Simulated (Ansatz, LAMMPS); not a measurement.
## A frame of liquid mixture of trimethyl phosphate and H2O from 300 K (170 atoms): geometry optimisation

Aim: bring a frame of liquid mixture of trimethyl phosphate and H2O from 300 K (170 atoms) to a nearby minimum of the energy and see what moves.

Calculated with Ansatz 0.2.0; Kohn-Sham DFT, PBE+D4, PAW (set soft_2), plane waves.

Most raw output is cut from this account.

### Step 1. The starting structure

The cell holds 170 atoms: 12 C, 50 O, 4 P and 104 H. Its edges and angles: a = 12.146 Å, b = 12.146 Å, c = 12.146 Å, α = 90.0°, β = 90.0°, γ = 90.0°. 4 trimethyl phosphate, 34 H2O placed at random, at 1.09 g/cm³; overlaps pushed apart, then 10 ps at 450 K with MMFF94 bonds, angles, torsions, charges and radii (Halgren, J. Comput. Chem. 17, 490 (1996)) in harmonic and 12-6 forms; SPC/E water (Berendsen, Grigera and Straatsma, J. Phys. Chem. 91, 6269 (1987)). Snapshot after 20 ps at 300 K and fixed volume.

Before any run, some limits are plain. The network of contacts between molecules at the start is that of the classical potential that made the cell. The density was typed from a rule of thumb and may lie off the real one at this temperature. The Brillouin zone is sampled at Γ only, in a cell whose shortest periodic width is 12 Å.

### Step 2. How the cell was made

A classical potential makes the cell, at a small fraction of what the same run would cost in DFT.

This step: classical MD, MMFF94 bonds, angles, torsions, charges and radii (Halgren, J. Comput. Chem. 17, 490 (1996)) in harmonic and 12-6 forms; SPC/E water (Berendsen, Grigera and Straatsma, J. Phys. Chem. 91, 6269 (1987)) (LAMMPS 22 Jul 2025 - Update 4).

File in.lmp:

```
# liquid mixture of trimethyl phosphate and H2O
units real
atom_style full
boundary p p p
bond_style harmonic
angle_style harmonic
dihedral_style opls
improper_style harmonic
special_bonds lj 0 0 0.5 coul 0 0 0.75
read_data data.lmp
neigh_modify delay 0 every 1 check yes one 4000
comm_modify cutoff 12.0
timestep 0.5
thermo_style custom step time temp pe press density
thermo_modify norm yes
# push overlapping molecules apart
pair_style soft 2.6
pair_coeff * * 0.0
variable a equal ramp(1,60)
fix ad all adapt 1 pair soft a * * v_a
velocity all create 450 70429 mom yes dist gaussian
fix lim all nve/limit 0.03
fix lan all langevin 450 450 50 70430 zero yes
thermo 1000
run 3000 post no
unfix ad
pair_style lj/cut/coul/long 9.0
pair_modify mix arithmetic tail yes
pair_coeff 1 1 0.0678 3.3680   # C
pair_coeff 2 2 0.0763 3.0430   # O
pair_coeff 3 3 0.2596 3.1940   # P
pair_coeff 4 4 0.0763 3.0960   # O
pair_coeff 5 5 0.0216 2.5400   # H
pair_coeff 6 6 0.1553 3.1660   # O
# [... 20 lines left out ...]
compute msd all msd com yes
thermo 5000
fix md all nvt temp 300 300 100
run 20000 post no
print "== T300: mean square displacement over the hold $(c_msd[4]:%.2f) A^2"
unfix md
uncompute msd
write_dump all custom T300.dump id type xs ys zs modify sort id
```

Command:

```
lmp -in in.lmp -log none -nocite
```

Run time: 38 s. Hardware: 1 thread of Intel Xeon Platinum 8259CL at 2.50GHz (Skylake/Cascade Lake), shared host; peak memory 0.11 GiB.

The input also reads data.lmp (atoms, bonds and types; not printed here).

### Step 3. Single point at the start

The forces at the start show how far the geometry lies from a minimum of this functional.

File input.yaml:

```yaml
crystal:
  lattice:
    - [12.14551, 0.0, 0.0]
    - [0.0, 12.14551, 0.0]
    - [0.0, 0.0, 12.14551]
  atoms:
    - { symbol: C, position: [0.2186, 0.43129, 0.26248] }
    - { symbol: O, position: [0.11911, 0.39101, 0.30738] }
    - { symbol: P, position: [0.01129, 0.39818, 0.22747] }
    - { symbol: O, position: [0.00883, 0.32768, 0.1279] }
    - { symbol: O, position: [0.90945, 0.36844, 0.30884] }
    - { symbol: C, position: [0.89124, 0.44013, 0.40328] }
    - { symbol: O, position: [0.99883, 0.5305, 0.21673] }
    - { symbol: C, position: [0.92993, 0.56819, 0.13063] }
    - { symbol: H, position: [0.20877, 0.51486, 0.22992] }
    - { symbol: H, position: [0.27162, 0.43169, 0.33399] }
    - { symbol: H, position: [0.24634, 0.37939, 0.19619] }
    - { symbol: H, position: [0.87535, 0.52947, 0.37968] }
    - { symbol: H, position: [0.81762, 0.41121, 0.45347] }
    - { symbol: H, position: [0.96254, 0.43496, 0.46418] }
    - { symbol: H, position: [0.876, 0.49819, 0.11702] }
    - { symbol: H, position: [0.97728, 0.59191, 0.05982] }
    - { symbol: H, position: [0.89261, 0.63998, 0.16117] }
    - { symbol: C, position: [0.94903, 0.09798, 0.43785] }
    - { symbol: O, position: [0.8647, 0.0777, 0.51001] }
    - { symbol: P, position: [0.79686, 0.96569, 0.4978] }
    - { symbol: O, position: [0.72984, 0.96429, 0.39263] }
    - { symbol: O, position: [0.88702, 0.87309, 0.51123] }
    - { symbol: C, position: [0.9617, 0.89143, 0.6047] }
    - { symbol: O, position: [0.72876, 0.96006, 0.61286] }
    - { symbol: C, position: [0.63509, 0.02766, 0.60146] }
    - { symbol: H, position: [0.03, 0.0909, 0.47597] }
    - { symbol: H, position: [0.94782, 0.04323, 0.36163] }
    - { symbol: H, position: [0.94578, 0.18481, 0.42098] }
    - { symbol: H, position: [0.04564, 0.90593, 0.57107] }
    - { symbol: H, position: [0.92802, 0.96084, 0.65595] }
    - { symbol: H, position: [0.96633, 0.81803, 0.65763] }
    - { symbol: H, position: [0.5945, 0.00309, 0.52825] }
    [... 132 atom lines left out ...]
    - { symbol: O, position: [0.42453, 0.2336, 0.41116] }
    - { symbol: H, position: [0.45127, 0.16328, 0.37771] }
    - { symbol: H, position: [0.47226, 0.29582, 0.38605] }
    - { symbol: O, position: [0.18138, 0.40651, 0.56403] }
    - { symbol: H, position: [0.25964, 0.42392, 0.58278] }
    - { symbol: H, position: [0.16844, 0.42107, 0.48403] }
kpoints:
  mp_grid: { grid: [1, 1, 1] }
hamiltonian:
  xc: pbe
  dispersion: d4
scf:
  occupations: { method: fixed }
output:
  forces: true
  stress: true
  populations: intrinsic
  dos:
    method: { smearing: { sigma: 0.15 } }
    de: 0.1
    projected: { site_lists: { C: [C], H: [H], O: [O], P: [P] } }
  eigenvalues: true
```

Command:

```
ansatz run input.yaml --threads 4 --pin off --max-ram 8192MiB --backend cpu --events-out ev --progress --plain --runs-dir out
```

Wall time 24 s (4 threads of Intel Xeon Platinum 8259CL at 2.50GHz (Skylake/Cascade Lake), shared host); peak memory 2.5 GiB; 92 s of CPU time.

Read from the output:

| Quantity | Value |
| --- | --- |
| free energy | -36079.2099 eV |
| free energy per atom | -212.2306 eV/atom |
| SCF cycles | 10 |
| pressure | -1.192 GPa |
| r.m.s. force component | 0.6638 eV/Å |
| longest force | 3.265 eV/Å |
| Fermi energy | -2.052 eV |
| gap (highest filled to lowest empty level) | 4.841 eV |

The r.m.s. force component of 0.66 eV/Å and the pressure of -1.2 GPa set the starting point.

Neighbours are counted within 1.21 Å (H-O), 1.34 Å (H-C), 1.73 Å (O-C), 2.02 Å (O-P).

Length of the force by element and coordination:

| element | coordination | atoms | mean length of the force (eV/Å) | spread | least | most |
| --- | --- | --- | --- | --- | --- | --- |
| C | all | 12 | 1.46 | 0.673 | 0.612 | 2.67 |
| H | all | 104 | 0.940 | 0.338 | 0.174 | 1.73 |
| O | all | 50 | 1.02 | 0.697 | 0.264 | 3.26 |
| O | 1 | 4 | 1.79 | 1.00 | 0.494 | 3.26 |
| O | 2 | 46 | 0.958 | 0.621 | 0.264 | 2.82 |
| P | all | 4 | 1.59 | 0.877 | 0.704 | 3.01 |

### Step 4. Relaxation

The atoms are relaxed in the fixed cell, aiming at the force tolerance of the input.

input.yaml, the sections that differ from step 3:

```yaml
output:
  forces: true
relax:
  f_tol: 0.05
  max_steps: 200
# crystal, kpoints, hamiltonian, scf: as in step 3
```

The job ended after 7.3 min (4 threads; peak memory 2.2 GiB; 28 min of CPU time).

The steps of the relaxation (22 of 37):

| step | energy less that of the first step (eV) | largest force component (eV/Å) |
| --- | --- | --- |
| 1 | 0.0000 | 2.7662 |
| 3 | -6.0908 | 1.6508 |
| 4 | -6.7533 | 1.1498 |
| 6 | -7.4783 | 0.2125 |
| 8 | -7.6441 | 0.3520 |
| 10 | -7.7358 | 0.4086 |
| 11 | -7.8086 | 0.0990 |
| 13 | -7.8546 | 0.2222 |
| 15 | -7.8872 | 0.2163 |
| 16 | -7.9041 | 0.3001 |
| 18 | -7.9673 | 0.5023 |
| 20 | -8.0180 | 0.2731 |
| 22 | -8.0466 | 0.1720 |
| 23 | -8.0573 | 0.0734 |
| 25 | -8.0640 | 0.1132 |
| 27 | -8.0697 | 0.0607 |
| 28 | -8.0718 | 0.0953 |
| 30 | -8.0763 | 0.0653 |
| 32 | -8.0798 | 0.0898 |
| 34 | -8.0845 | 0.0907 |
| 35 | -8.0864 | 0.1021 |
| 37 | -8.0881 | 0.0415 |

The atoms that moved most (Å):

| atom | dx | dy | dz | length |
| --- | --- | --- | --- | --- |
| H27 | -0.939 | 1.612 | -0.415 | 1.912 |
| H17 | 1.500 | 0.349 | -0.703 | 1.694 |
| H26 | -0.607 | -0.139 | -1.501 | 1.625 |
| H31 | 0.514 | -0.220 | -1.386 | 1.494 |
| H10 | -0.189 | -1.472 | 0.103 | 1.487 |
| H67 | 1.100 | -0.803 | -0.002 | 1.362 |
| H170 | 0.970 | 0.448 | 0.768 | 1.315 |
| H9 | 0.482 | -0.742 | 0.928 | 1.282 |

The relaxation changed the energy by -47.6 meV/atom, and atoms moved by 0.74 Å r.m.s., 1.9 Å at most.

### Step 5. Distances and neighbours after relaxation

Bonds before and after, by the cutoffs listed below:

| pair | bonds before | bonds after | mean before (Å) | mean after (Å) | spread before (Å) | spread after (Å) |
| --- | --- | --- | --- | --- | --- | --- |
| H-O | 68 | 68 | 1.000 | 0.990 | 0.000 | 0.009 |
| H-C | 36 | 36 | 1.095 | 1.096 | 0.028 | 0.002 |
| O-C | 12 | 12 | 1.422 | 1.456 | 0.025 | 0.004 |
| O-P | 16 | 16 | 1.589 | 1.562 | 0.050 | 0.043 |

Density 1.09 g/cm³, 10.54 Å³ an atom.

Pair distribution functions g(r), in bins of 0.2 Å:

| r (Å) | total | H-H | H-O | H-C | H-P | O-O | O-C |
| --- | --- | --- | --- | --- | --- | --- | --- |
| 0.90 | 3.06 | 0.00 | 8.50 | 0.00 | 0.00 | 0.00 | 0.00 |
| 1.10 | 1.96 | 0.00 | 1.18 | 17.80 | 0.00 | 0.00 | 0.00 |
| 1.30 | 0.00 | 0.00 | 0.00 | 0.00 | 0.00 | 0.00 | 0.00 |
| 1.50 | 1.19 | 1.58 | 0.00 | 0.00 | 0.00 | 0.00 | 6.55 |
| 1.70 | 1.05 | 1.29 | 1.57 | 0.00 | 0.00 | 0.00 | 0.00 |
| 1.90 | 0.55 | 0.44 | 1.08 | 0.00 | 0.00 | 0.00 | 0.00 |
| 2.10 | 0.69 | 0.68 | 1.20 | 0.00 | 0.00 | 0.00 | 0.00 |
| 2.30 | 0.56 | 1.44 | 0.05 | 0.00 | 0.00 | 0.00 | 0.00 |
| 2.50 | 0.68 | 1.07 | 0.35 | 0.00 | 0.00 | 1.79 | 0.00 |
| 2.70 | 0.82 | 0.63 | 0.43 | 0.08 | 1.15 | 3.55 | 0.00 |
| 2.90 | 0.89 | 0.84 | 0.87 | 0.33 | 3.27 | 1.52 | 0.13 |
| 3.10 | 0.95 | 0.78 | 1.42 | 0.30 | 1.25 | 0.06 | 1.90 |
| 3.30 | 1.09 | 0.89 | 1.52 | 1.10 | 1.10 | 0.26 | 1.41 |
| 3.50 | 1.12 | 0.99 | 1.21 | 1.30 | 2.35 | 0.92 | 1.36 |
| 3.70 | 1.07 | 1.13 | 1.08 | 1.13 | 0.25 | 0.82 | 1.75 |
| 3.90 | 1.07 | 1.25 | 0.88 | 1.04 | 0.45 | 0.71 | 2.13 |
| 4.10 | 1.03 | 0.97 | 1.25 | 1.09 | 0.51 | 0.85 | 0.55 |
| 4.30 | 1.11 | 1.16 | 1.17 | 0.90 | 0.56 | 1.29 | 0.71 |
| 4.50 | 1.13 | 1.12 | 1.12 | 1.27 | 0.67 | 1.36 | 0.76 |
| 4.70 | 0.98 | 1.16 | 0.79 | 1.33 | 1.01 | 0.83 | 1.03 |
| 4.90 | 0.92 | 0.92 | 0.89 | 1.17 | 0.86 | 0.97 | 0.54 |
| 5.10 | 1.00 | 1.00 | 0.96 | 1.17 | 1.52 | 0.96 | 0.78 |
| 5.30 | 1.03 | 1.06 | 1.08 | 0.69 | 1.28 | 0.98 | 1.06 |
| 5.50 | 0.99 | 0.93 | 0.99 | 1.20 | 0.85 | 1.02 | 1.03 |
| 5.70 | 0.92 | 0.85 | 1.02 | 0.69 | 0.79 | 0.98 | 0.91 |
| 5.90 | 0.99 | 1.03 | 0.99 | 1.00 | 0.74 | 0.83 | 0.98 |

Bonds by pair of elements; cutoffs follow the first minimum of g(r), held within bounds set by covalent radii, and pairs that aren't listed don't count as bonded:

| pair A-B | cutoff (Å) | bonds | mean length (Å) | spread (Å) | shortest (Å) | B about A | A about B |
| --- | --- | --- | --- | --- | --- | --- | --- |
| H-O | 1.21 | 68 | 0.99 | 0.009 | 0.971 | 0.654 | 1.36 |
| H-C | 1.34 | 36 | 1.10 | 0.002 | 1.09 | 0.346 | 3 |
| O-C | 1.73 | 12 | 1.46 | 0.004 | 1.45 | 0.24 | 1 |
| O-P | 1.98 | 16 | 1.56 | 0.043 | 1.48 | 0.32 | 4 |

How many atoms have how many bonded neighbours:

| element | mean | 1 | 2 | 4 |
| --- | --- | --- | --- | --- |
| C | 4 | 0 | 0 | 12 |
| H | 1 | 104 | 0 | 0 |
| O | 1.92 | 4 | 46 | 0 |
| P | 4 | 0 | 0 | 4 |

Bond angles, per cent of each kind in bins of 5°:

| angle (°) | H-C-O | H-C-H | H-O-H | O-P-O | C-O-P |
| --- | --- | --- | --- | --- | --- |
| 100–105 | 0.0 | 0.0 | 50.0 | 33.3 | 0.0 |
| 105–110 | 61.1 | 36.1 | 50.0 | 20.8 | 0.0 |
| 110–115 | 38.9 | 63.9 | 0.0 | 29.2 | 0.0 |
| 115–120 | 0.0 | 0.0 | 0.0 | 16.7 | 50.0 |
| 120–125 | 0.0 | 0.0 | 0.0 | 0.0 | 50.0 |

Bond angles (no mean is given where the spread exceeds 20°):

| angle | count | mean (°) | spread (°) |
| --- | --- | --- | --- |
| H-C-O | 36 | 109 | 1.9 |
| H-C-H | 36 | 110 | 0.7 |
| H-O-H | 34 | 105 | 2 |
| O-P-O | 24 | 109 | 5.3 |
| C-O-P | 12 | 120 | 1.5 |

Hydrogen bonds between water molecules (O–O under 3.5 Å, H–O···O angle under 30°):

| hydrogen bonds to other water | molecules |
| --- | --- |
| 0 | 0 |
| 1 | 0 |
| 2 | 6 |
| 3 | 11 |
| 4 | 16 |
| 5 | 1 |

Bond length by coordination (bonds to H left out):

| element | coordination | atoms | mean bond length (Å) |
| --- | --- | --- | --- |
| O | 1 | 4 | 1.49 |
| O | 2 | 12 | 1.52 |

With the cutoffs above, all C atoms have 4, all H atoms have 1, 92 % of O atoms have 2 and all P atoms have 4 bonded neighbours. The H-C-O angle averages 109° with a spread of 1.9°. The 34 water molecules hold 3.35 hydrogen bonds each to other water on average, with a mean O–O distance of 2.78 Å.

(Part 1 of 2 ends here.)

[Logs are printed without paths, hosts, clocks, repeated set-up lines and the standing remarks that a program may print on its own settings, such as how far it seeks lower states.]

[Hosts, paths, dates, database ids (printed as entryN), source tags and the programs' standing remarks are cut or masked in the printed files.]

[The MMFF94 radii named for the starting cell were scaled by 0.96; in molecules described by MMFF94, hydrogen bound to N, O or S took a small fixed 12-6 site in their place.]
